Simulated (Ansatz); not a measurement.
# bond stretched by 1.5 Å, between Ag atomic chains under bias

Is the junction ohmic, and where does the voltage drop?

Method: DFT PBE, plane waves, PAW; current against voltage, self-consistent under bias, in Ansatz 0.2.0.

**1. The starting structure**

The cell holds 32 atoms: 32 Ag. Cell: a = 6.000 Å, b = 6.000 Å, c = 97.960 Å, α = 90.0°, β = 90.0°, γ = 90.0°. Electrodes: Ag atomic chain; the apex atoms were set 4.160 Å apart. Regions: lower lead, 16 atoms (16 Ag); upper lead, 16 atoms (16 Ag). Vacuum lies along a, b and c.

**2. The sweep under bias**

Vacuum beyond both ends lets the two leads hold different Fermi levels, and the density is solved anew at each bias. Each lead has 16 atoms, since a wire screens slowly.

Contents of input.yaml:

```yaml
crystal:
  lattice:
    - [6.0, 0.0, 0.0]
    - [0.0, 6.0, 0.0]
    - [0.0, 0.0, 97.96]
  atoms:
    - { symbol: Ag, position: [0.5, 0.5, 0.0] }
    - { symbol: Ag, position: [0.5, 0.5, 0.02715394] }
    - { symbol: Ag, position: [0.5, 0.5, 0.054307881] }
    - { symbol: Ag, position: [0.5, 0.5, 0.081461821] }
    - { symbol: Ag, position: [0.5, 0.5, 0.108615762] }
    - { symbol: Ag, position: [0.5, 0.5, 0.135769702] }
    - { symbol: Ag, position: [0.5, 0.5, 0.162923642] }
    - { symbol: Ag, position: [0.5, 0.5, 0.190077583] }
    - { symbol: Ag, position: [0.5, 0.5, 0.217231523] }
    - { symbol: Ag, position: [0.5, 0.5, 0.244385463] }
    - { symbol: Ag, position: [0.5, 0.5, 0.271539404] }
    - { symbol: Ag, position: [0.5, 0.5, 0.298693344] }
    - { symbol: Ag, position: [0.5, 0.5, 0.325847285] }
    - { symbol: Ag, position: [0.5, 0.5, 0.353001225] }
    - { symbol: Ag, position: [0.5, 0.5, 0.380155165] }
    - { symbol: Ag, position: [0.5, 0.5, 0.407309106] }
    - { symbol: Ag, position: [0.5, 0.5, 0.449775419] }
    - { symbol: Ag, position: [0.5, 0.5, 0.476929359] }
    - { symbol: Ag, position: [0.5, 0.5, 0.504083299] }
    - { symbol: Ag, position: [0.5, 0.5, 0.53123724] }
    - { symbol: Ag, position: [0.5, 0.5, 0.55839118] }
    - { symbol: Ag, position: [0.5, 0.5, 0.58554512] }
    - { symbol: Ag, position: [0.5, 0.5, 0.612699061] }
    - { symbol: Ag, position: [0.5, 0.5, 0.639853001] }
    - { symbol: Ag, position: [0.5, 0.5, 0.667006942] }
    - { symbol: Ag, position: [0.5, 0.5, 0.694160882] }
    - { symbol: Ag, position: [0.5, 0.5, 0.721314822] }
    - { symbol: Ag, position: [0.5, 0.5, 0.748468763] }
    - { symbol: Ag, position: [0.5, 0.5, 0.775622703] }
    - { symbol: Ag, position: [0.5, 0.5, 0.802776644] }
    - { symbol: Ag, position: [0.5, 0.5, 0.829930584] }
    - { symbol: Ag, position: [0.5, 0.5, 0.857084524] }
kpoints:
  mp_grid: { grid: [1, 1, 1] }
scf:
  occupations: { method: fermi_dirac, width: 0.1 }
hamiltonian:
  xc: pbe
output:
  current_voltage:
    leads: [[9, 10], [21, 22]]
    bias: [0.3, 0.6, 1.0, 1.5]
    electrode_ends: [15, 16]
    kmesh: [1, 1]
  write_potential: true
  write_density: true
  volumetric_format: npy
basis:
  ecutwfc: "340 eV"
```

The run is started by

```console
> ansatz run input.yaml --threads 4 --pin off --max-ram 16384MiB --backend cpu --events-out ev --progress --plain --runs-dir out
```

Numbers of over 12 decimals in the logs are rounded to 6 here.

What it wrote:

```text
Warning: basis.ecutwfc = 340 eV is below the records' recommended 420 eV, and the density's cutoff is lower with it unless basis.ecutrho_ratio is high enough to keep the records' density cutoff: compare with a run at a higher cutoff
Engine: ansatz 0.2.0, x86_64-unknown-linux-gnu
Pseudopotentials: kind: paw
Pseudopotential: Ag, paw, valence charge 19, recommended cutoff 420 eV (normal), Ag.paw.azcp
Functional definition: PBE
  parameter kappa = 0.804
  parameter beta = 0.066725
  exchange = pbe_x(kappa = kappa, mu = beta*pi^2/3)
  correlation = pbe_c(beta = beta)
Crystal: 32 atoms, lattice volume = 3526.560 Å³
Basis set: ecut = 340 eV, 49963 PW (Γ)
Bands: 365, of which v1, the nominal top of the filled ones, is band 304 counted from 1 (303 counted from 0)
Symmetry: 16 space group operations
Space group: P4/mmm (ITA 123), of the structure as read, at distance tolerance 1.5e-4 Å
k-points: 1
Non-local potential: Ag, projectors of the file, l = 0: 3, l = 1: 2, l = 2: 2, l = 3: 1
PAW form: soft (Blöchl's): semilocal exchange-correlation on the pseudo side does not see the compensation charge
PAW one-centre angular grid: Ag, 590 points (default); XC on 64 Gauss nodes
Initial density: superposition of atomic densities (neutral atoms: chi_scale 0, normalization atom), corrected by the library's trained network
Initial wavefunctions: pseudopotential atomic-orbital guess
Functional: x = pbe(κ = 0.804, μ = 0.219515), c = pbe(β = 0.066725)
SCF iter   1: F=—  HF=-242858.371317 eV  |F-HF|=—  |Δ(HF+E_count)|=         —  Δρ=2.17e-3  dr2=4.90e0  ethr=1.77e-3  ⟨swp⟩=7.0  Hψ=1412  notcnv=0  defer=5
preconditioner: auto → LDOS  [insulator: Δε(μ)=0.236 eV  Ē_g=6.473 eV  σ=0.100 eV  W_gap=0.53  n_scr=454 (ndim 8)  ℏωp=11.7 eV  f_vac=0.658  D(μ)=12.94/eV (n_scr^D=24)  ε∞_Penn≈4.3  β→1.0]
SCF iter   2: F=—  HF=-242858.226841 eV  |F-HF|=—  |Δ(HF+E_count)|=   1.44e-1  Δρ=1.40e-3  dr2=2.72e-1  ethr=8.07e-4  ⟨swp⟩=2.0  Hψ=432  notcnv=0  defer=44
SCF iter   3: F=—  HF=-242858.224891 eV  |F-HF|=—  |Δ(HF+E_count)|=   1.95e-3  Δρ=1.47e-3  dr2=1.40e-1  ethr=4.47e-5  ⟨swp⟩=2.0  Hψ=612  notcnv=0  defer=44
SCF iter   4: F=—  HF=-242858.196750 eV  |F-HF|=—  |Δ(HF+E_count)|=   2.81e-2  Δρ=2.39e-4  dr2=4.97e-3  ethr=2.30e-5  ⟨swp⟩=2.0  Hψ=688  notcnv=0  defer=44
SCF iter   5: F=—  HF=-242858.196642 eV  |F-HF|=—  |Δ(HF+E_count)|=   1.08e-4  Δρ=1.29e-4  dr2=1.04e-3  ethr=8.18e-7  ⟨swp⟩=2.0  Hψ=596  notcnv=0  defer=44
SCF iter   6: F=—  HF=-242858.196712 eV  |F-HF|=—  |Δ(HF+E_count)|=   6.99e-5  Δρ=4.44e-5  dr2=1.50e-4  ethr=1.72e-7  ⟨swp⟩=2.0  Hψ=595  notcnv=0  defer=44
SCF iter   7: F=—  HF=-242858.196781 eV  |F-HF|=—  |Δ(HF+E_count)|=   6.94e-5  Δρ=1.41e-5  dr2=1.52e-5  ethr=2.46e-8  ⟨swp⟩=2.0  Hψ=497  notcnv=0  defer=44
SCF iter   8: F=—  HF=-242858.196390 eV  |F-HF|=—  |Δ(HF+E_count)|=   3.91e-4  Δρ=4.29e-6  dr2=1.36e-6  ethr=2.49e-9  ⟨swp⟩=2.0  Hψ=596  notcnv=0  defer=44
SCF iter   9: F=—  HF=-242858.196392 eV  |F-HF|=—  |Δ(HF+E_count)|=   1.74e-6  Δρ=1.96e-6  dr2=3.04e-7  ethr=2.24e-10  ⟨swp⟩=2.0  Hψ=502  notcnv=0  defer=44
SCF iter  10: F=-242858.196392 eV  HF=-242858.196392 eV  |F-HF|=2.10e-8  |Δ(HF+E_count)|=   4.40e-8  Δρ=6.68e-7  dr2=5.34e-8  ethr=1.64e-11  ⟨swp⟩=16.0  Hψ=2074  notcnv=0
SCF 1 converged in 10 iterations: F = -242858.196392 eV  dr2 = 5.34e-8
  greatest PAW one-centre occupation: 1.000 electrons in one spin orbital (limit 2), on the Ag atom at site 1 (counted from 0), in its partial waves of l = 0
bias +0 V, iteration  1: dr2 1.88e-1 eV, mean Fermi level -1.7836 eV
bias +0 V, iteration  2: dr2 1.61e-2 eV, mean Fermi level -1.7849 eV
bias +0 V, iteration  3: dr2 4.75e-4 eV, mean Fermi level -1.7850 eV
bias +0 V, iteration  4: dr2 5.92e-5 eV, mean Fermi level -1.7851 eV
bias +0 V, iteration  5: dr2 1.71e-5 eV, mean Fermi level -1.7850 eV
bias +0 V, iteration  6: dr2 1.27e-6 eV, mean Fermi level -1.7851 eV
bias +0 V, iteration  7: dr2 1.18e-7 eV, mean Fermi level -1.7851 eV
bias +0 V, iteration  8: dr2 2.31e-8 eV, mean Fermi level -1.7851 eV
bias +0.3 V, iteration  1: dr2 1.26e1 eV, mean Fermi level -1.7772 eV
bias +0.3 V, iteration  2: dr2 1.96e0 eV, mean Fermi level -1.7818 eV
bias +0.3 V, iteration  3: dr2 1.02e-2 eV, mean Fermi level -1.7824 eV
bias +0.3 V, iteration  4: dr2 5.08e-4 eV, mean Fermi level -1.7825 eV
bias +0.3 V, iteration  5: dr2 5.03e-4 eV, mean Fermi level -1.7825 eV
bias +0.3 V, iteration  6: dr2 1.60e-5 eV, mean Fermi level -1.7824 eV
bias +0.3 V, iteration  7: dr2 6.54e-6 eV, mean Fermi level -1.7824 eV
bias +0.3 V, iteration  8: dr2 5.88e-7 eV, mean Fermi level -1.7824 eV
bias +0.3 V, iteration  9: dr2 7.39e-8 eV, mean Fermi level -1.7824 eV
bias +0.6 V, iteration  1: dr2 4.25e-2 eV, mean Fermi level -1.7749 eV
bias +0.6 V, iteration  2: dr2 4.69e-3 eV, mean Fermi level -1.7755 eV
bias +0.6 V, iteration  3: dr2 9.73e-4 eV, mean Fermi level -1.7753 eV
bias +0.6 V, iteration  4: dr2 4.91e-5 eV, mean Fermi level -1.7754 eV
bias +0.6 V, iteration  5: dr2 8.83e-6 eV, mean Fermi level -1.7754 eV
bias +0.6 V, iteration  6: dr2 8.02e-7 eV, mean Fermi level -1.7754 eV
bias +0.6 V, iteration  7: dr2 2.47e-7 eV, mean Fermi level -1.7754 eV
bias +0.6 V, iteration  8: dr2 5.44e-8 eV, mean Fermi level -1.7754 eV
bias +1 V, iteration  1: dr2 7.74e-2 eV, mean Fermi level -1.7588 eV
bias +1 V, iteration  2: dr2 1.40e-2 eV, mean Fermi level -1.7596 eV
bias +1 V, iteration  3: dr2 7.62e-3 eV, mean Fermi level -1.7594 eV
bias +1 V, iteration  4: dr2 2.18e-4 eV, mean Fermi level -1.7598 eV
bias +1 V, iteration  5: dr2 1.50e-4 eV, mean Fermi level -1.7597 eV
bias +1 V, iteration  6: dr2 1.19e-5 eV, mean Fermi level -1.7598 eV
bias +1 V, iteration  7: dr2 2.38e-6 eV, mean Fermi level -1.7598 eV
bias +1 V, iteration  8: dr2 3.45e-7 eV, mean Fermi level -1.7598 eV
bias +1 V, iteration  9: dr2 4.92e-8 eV, mean Fermi level -1.7598 eV
bias +1.5 V, iteration  1: dr2 3.04e-1 eV, mean Fermi level -1.7309 eV
bias +1.5 V, iteration  2: dr2 3.05e-2 eV, mean Fermi level -1.7325 eV
bias +1.5 V, iteration  3: dr2 5.20e-2 eV, mean Fermi level -1.7307 eV
bias +1.5 V, iteration  4: dr2 9.02e-3 eV, mean Fermi level -1.7316 eV
bias +1.5 V, iteration  5: dr2 3.82e-3 eV, mean Fermi level -1.7310 eV
bias +1.5 V, iteration  6: dr2 5.18e-4 eV, mean Fermi level -1.7311 eV
bias +1.5 V, iteration  7: dr2 1.38e-4 eV, mean Fermi level -1.7312 eV
bias +1.5 V, iteration  8: dr2 3.03e-5 eV, mean Fermi level -1.7312 eV
bias +1.5 V, iteration  9: dr2 5.07e-6 eV, mean Fermi level -1.7312 eV
bias +1.5 V, iteration 10: dr2 1.63e-6 eV, mean Fermi level -1.7312 eV
bias +1.5 V, iteration 11: dr2 5.67e-7 eV, mean Fermi level -1.7312 eV
bias +1.5 V, iteration 12: dr2 1.13e-7 eV, mean Fermi level -1.7312 eV
bias +1.5 V, iteration 13: dr2 4.36e-8 eV, mean Fermi level -1.7312 eV
transmission: 6 of 39 steps passed
transmission: 10 of 39 steps passed
[...]
transmission: 46 of 46 steps passed
WARN: The output density's exchange-correlation potential varies sharply where the density is thin. Do not read a vacuum level from v_tot or v_xc, or from such a field of the output density. On a cell that repeats whose density bears no net charge and no dipole along the vacuum's axis use v_es (v_loc + v_h of the components); under efield.dipole_correction with no amplitude use v_es + v_field, which holds any externa [...]
SCF converged after 10 iterations
Free energy (F): -242858.196392 eV
Harris-Foulkes:  -242858.196392 eV  (|F-HF|=2.10e-8)
Internal energy: -242857.747597 eV  (E = F + TS)
E sigma→0 (E₀):  -242857.971995 eV
Entropy (-TS):   -0.448795 eV (-14.025 meV/atom)
Fermi energy:    -1.793371 eV
--- Per-component energies (eV) ---
  E_band       = -18103.586829
  E_kinetic    = 16899.250672
  E_local      = -350113.525705  (includes V_loc(G=0)·N_el)
  E_nonlocal   = 2619.506532
  E_hartree    = 166607.707838
  E_xc         = -5840.406930
  E_vxc        = -7406.578722  (∫ρ·V_xc dr)
  E_paw        = -124948.431635  (= ΣΔE_a)
  E_vpaw       = -13317.736682  (= ΣTr[D̂ρ^β])
  E_aug_tail   = 0.029137  (compensation charges beyond the density's cutoff)
  E_ewald      = 51918.122495
  E_smearing   = -0.448795  (= −TS)
  E_closure    = -0.000000  (closes the sum)
  Σ components = -242858.196392   (vs F -242858.196392, Δ=0.00e0)
--- Band table (eV) ---
  k-point 0: bands = [... 300 lower, -2.2144, -2.1673, -1.9748, -1.9138, -1.6883, -1.6135, -1.3322, -1.2416, ... 57 higher]
--- Current–voltage curve ---
  leads      : [9, 10] from 0.00 to 39.90 and [21, 22] from 44.06 to 83.96 Å, reservoirs outside 25.39 and 58.57
  electrodes : end at 39.90 and 44.06 Å
  density    : 420 bands, filled at a thermal energy of 2.585e-2 eV; current at 300 K
  bias (V)   current (A)   every other point   every other energy   edges, levels   drop (V)   electrons moved   misfit (meV)   iterations
        +0      0.0000e0                   -             0.0000e0        0.0000e0     +0.000            0.00e0           40.7   8
      +0.3     1.0192e-5                   -            1.0191e-5        0.0000e0     +0.159           1.22e-2           64.4   9
      +0.6     1.8877e-5                   -            1.8877e-5        0.0000e0     +0.335           2.56e-2           81.7   8
        +1     3.0037e-5                   -            3.0037e-5        0.0000e0     +0.573           4.37e-2           94.1   9
      +1.5     4.3518e-5                   -            4.3517e-5        0.0000e0     +0.860           6.52e-2           98.0   13
  At 0 V the conductance is 3.5274e-5 S, 9.7982e13 S/m².
```

Run time: 6.5 min. Hardware: 4 threads of Intel Xeon Platinum 8488C (Sapphire Rapids), shared host; peak memory 5.2 GiB; 24 min of CPU time.

Reading the cycles: dr2 is the Hartree energy of the density residual (eV), the measure of convergence; HF is the Harris–Foulkes estimate of the energy, which meets the free energy F at convergence.

This step gave:

```
conductance at zero bias    : 0.4553 G₀
current at the highest bias : 43.52 μA
largest misfit of the leads : 97.96 meV
```

Cell area 36.000 Å^2. Table of current through one cell by bias:

```tsv
bias (V)	current through one cell (μA)
0.000	0
0.300	10.2
0.600	18.9
1.000	30.0
1.500	43.5
```

Bias 0 V. Table of transmission and channels at 0 V by energy, zero at the mean Fermi level:

```tsv
energy (eV)	transmission	channels, lower lead	channels, upper lead
-0.259	0.411	1	1
-0.233	0.420	1	1
-0.207	0.427	1	1
-0.181	0.434	1	1
-0.155	0.440	1	1
-0.129	0.446	1	1
-0.103	0.450	1	1
-0.078	0.453	1	1
-0.052	0.455	1	1
-0.026	0.456	1	1
0.000	0.457	1	1
0.026	0.456	1	1
0.052	0.455	1	1
0.078	0.453	1	1
0.103	0.451	1	1
0.129	0.449	1	1
0.155	0.446	1	1
0.181	0.443	1	1
0.207	0.440	1	1
0.233	0.437	1	1
0.259	0.435	1	1
```

Bias 0.6 V. The transmission and channels at 0.6 V by energy, zero at the mean Fermi level:

```tsv
energy (eV)	transmission	channels, lower lead	channels, upper lead
-0.569	0.347	1	1
-0.517	0.370	1	1
-0.465	0.384	1	1
-0.414	0.389	1	1
-0.362	0.390	1	1
-0.310	0.389	1	1
-0.233	0.388	1	1
-0.181	0.388	1	1
-0.129	0.391	1	1
-0.078	0.395	1	1
-0.026	0.400	1	1
0.000	0.403	1	1
0.026	0.406	1	1
0.078	0.412	1	1
0.129	0.419	1	1
0.181	0.424	1	1
0.233	0.429	1	1
0.310	0.435	1	1
0.362	0.439	1	1
0.414	0.442	1	1
0.465	0.444	1	1
0.517	0.447	1	1
0.569	0.451	1	1
```

Bias 1.5 V. Table of transmission and channels at 1.5 V by energy, zero at the mean Fermi level:

```tsv
energy (eV)	transmission	channels, lower lead	channels, upper lead
-1.008	0	0	1
-0.905	0	0	1
-0.801	0	0	1
-0.698	0.251	1	1
-0.595	0.361	1	1
-0.491	0.339	1	1
-0.388	0.322	1	1
-0.310	0.317	1	1
-0.207	0.318	1	1
-0.103	0.326	1	1
0.000	0.341	1	1
0.103	0.363	1	1
0.207	0.390	1	1
0.310	0.420	1	1
0.388	0.441	1	1
0.491	0.468	1	1
0.595	0.489	1	1
0.698	0.505	1	1
0.801	0.517	1	1
0.905	0.526	1	1
1.008	0.534	1	1
```

The Hartree potential energy less that at 0 V, planar mean (0.3 V) oscillates, so the rows of the table below give means over windows of 5 Å about each position, cut where the curve ends. Its maxima inside the range that stand out by 2 % of the span (Å: eV): 0.7: 0.150, 24.2: 0.0966, 29.4: 0.0957, 34.7: 0.0953, 39.6: 0.0819, 46.4: -0.0636, 52.0: -0.0715, 57.6: -0.0741, 62.5: -0.0875. Its minima: 21.6: 0.0804, 26.8: 0.0695, 32.1: 0.0666, 37.3: 0.0588, 44.2: -0.0850, 49.4: -0.0979, 54.6: -0.0982, 60.2: -0.0998, 83.1: -0.144.

Table of Hartree potential energy less that at 0 V, planar mean by z; means over each step:

```tsv
z (Å)	0.3 V (eV)	0.6 V (eV)	1 V (eV)	1.5 V (eV)
-5	0.0582	0.122	0.214	0.340
0	0.142	0.288	0.490	0.752
5	0.147	0.300	0.512	0.788
10	0.130	0.268	0.463	0.725
15	0.107	0.220	0.372	0.577
20	0.0879	0.179	0.297	0.435
25	0.0842	0.171	0.277	0.389
30	0.0823	0.167	0.270	0.380
35	0.0796	0.161	0.259	0.394
40	0.0522	0.106	0.177	0.234
45	-0.0709	-0.152	-0.263	-0.412
50	-0.0845	-0.180	-0.312	-0.484
55	-0.0863	-0.184	-0.318	-0.492
60	-0.0899	-0.189	-0.326	-0.498
65	-0.0944	-0.198	-0.342	-0.523
70	-0.110	-0.226	-0.381	-0.572
75	-0.130	-0.259	-0.428	-0.633
80	-0.143	-0.281	-0.458	-0.672
85	-0.126	-0.247	-0.401	-0.583
90	-0.0401	-0.0745	-0.112	-0.150
```

The electron density less that at 0 V, planar mean (0.3 V) oscillates, so the rows of the table below give means over windows of 5 Å about each position, cut where the curve ends. Its first 14 maxima inside the range that stand out by 2 % of the span (Å: e/Å³): -1.0: 7.0e-5, 5.9: 1.5e-5, 8.8: 7.8e-6, 11.4: 1.4e-5, 14.1: 4.7e-6, 16.7: 1.7e-5, 20.0: 3.6e-5, 24.5: 8.7e-5, 29.4: 9.8e-5, 34.7: 1.2e-4, 40.6: 2.1e-4, 46.8: 1.1e-4, 52.0: 9.6e-5, 57.2: 8.5e-5. Its first 14 minima: 2.6: -7.7e-6, 7.2: -1.0e-5, 9.8: -1.6e-6, 12.4: -1.7e-5, 15.0: -4.7e-6, 18.0: -2.4e-5, 22.2: -6.8e-5, 26.5: -1.1e-4, 32.1: -1.2e-4, 37.3: -1.4e-4, 43.2: -2.1e-4, 49.4: -1.2e-4, 54.6: -1.0e-4, 59.9: -8.7e-5.

Table of electron density less that at 0 V, planar mean by z; means over each step:

```tsv
z (Å)	0.3 V (e/Å³)	0.6 V (e/Å³)	1 V (e/Å³)	1.5 V (e/Å³)
-5	1.3e-6	2.8e-6	4.9e-6	7.7e-6
0	2.6e-5	5.2e-5	8.5e-5	1.3e-4
5	3.6e-6	7.1e-6	1.1e-5	1.4e-5
10	2.3e-6	6.1e-6	1.5e-5	2.8e-5
15	-6.0e-7	-7.5e-7	-2.5e-6	5.0e-6
20	-1.6e-5	-2.8e-5	-3.1e-5	-3.0e-5
25	-4.0e-6	-7.1e-6	-1.5e-5	-1.2e-5
30	2.8e-6	3.9e-6	3.2e-6	-2.0e-5
35	6.6e-6	1.1e-5	1.1e-5	3.2e-5
40	6.5e-5	1.4e-4	2.3e-4	3.1e-4
45	-4.3e-5	-9.5e-5	-1.7e-4	-2.7e-4
50	-9.7e-6	-2.1e-5	-3.8e-5	-5.9e-5
55	-6.4e-6	-1.3e-5	-2.1e-5	-2.7e-5
60	-1.2e-6	5.1e-7	5.6e-6	1.8e-5
65	5.3e-6	1.2e-5	1.9e-5	2.7e-5
70	8.2e-7	1.3e-6	2.0e-6	2.8e-7
75	-9.0e-7	-1.6e-6	-2.3e-6	-3.1e-6
80	-3.8e-6	-6.7e-6	-8.3e-6	-9.1e-6
85	-2.8e-5	-5.6e-5	-9.5e-5	-1.4e-4
90	-2.6e-7	-4.4e-7	-7.7e-7	-1.2e-6
```

By hand: at 1.5 V the window reaches from -0.75 to 0.75 eV, and the mean transmission a spin over it is 0.376. With sharp Fermi edges I = G0 × V × T̄ = 77.48 μS × 1.5 V × 0.376 = 43.7 μA, against 43.5 μA from the program at 300 K.

The zero-bias conductance is 0.455 G₀; current over voltage goes 0.438 at +0.3 V, 0.406 at +0.6 V, 0.388 at +1 V and 0.374 at +1.5 V in the same unit. The leads' misfit reaches 98 meV.

**3. The sweep under bias**

This step: DFT PBE, plane waves, PAW; current against voltage, self-consistent under bias; changed: kpoints.mp_grid.grid = [1, 1, 4], scf.max_iter = 75 (Ansatz 0.2.0).

The input of the bias sweep is made doubtful on purpose.

input.yaml, as its differences from that of step 2:

```diff
@@ -39,5 +39,6 @@
 kpoints:
-  mp_grid: { grid: [1, 1, 1] }
+  mp_grid: { grid: [1, 1, 4] }
 scf:
   occupations: { method: fermi_dirac, width: 0.1 }
+  max_iter: 75
 hamiltonian:
```

What it wrote:

```text
Error: inconsistent input (output.current_voltage, kpoints.mp_grid): the cell ends in vacuum along the current: give the mesh one point along the third vector, the same at each shift
```

Wall time 0.05 s (4 threads); peak memory 0.085 GiB.

The program refused the input before any cycle.

The program's message: “Error: inconsistent input (output.current_voltage, kpoints.mp_grid): the cell ends in vacuum along the current: give the mesh one point along the third vector, the same at each shift”

The change that led to it: kpoints.mp_grid.grid = [1, 1, 4].

**4. Results**

- conductance at zero bias: 0.455 G₀
- current at +0.3 V: 10.2 μA
- current at +0.6 V: 18.9 μA
- current at +1 V: 30.0 μA
- current at +1.5 V: 43.5 μA

The junction conducts 0.455 G₀ at zero bias and carries 43.5 μA at 1.50 V. At 1.50 V the current is 0.82 times what the zero-bias conductance would give; over all biases of the sweep that ratio lies between 0.82 and 0.96. Of the 1.50 V, 0.86 V drops at the junction and the rest at the reservoirs. The leads' misfit reaches 98 meV, above the few hundredths of an eV that the manual allows, so the currents are rough. A wire screens slowly, so the current depends on the leads' length and the box width; neither was converged here. Transport is coherent and elastic here: the atoms are frozen, so scattering by vibrations plays no part. A cutoff under the files' recommended one was taken to save time; its effect on T(E) was not tested here.

[Logs are printed without paths, hosts, clocks, repeated set-up lines and the standing remarks that a program may print on its own settings, such as how far it seeks lower states.]

[Hosts, paths, dates, database ids (printed as entryN), source tags and the programs' standing remarks are cut or masked in the printed files.]
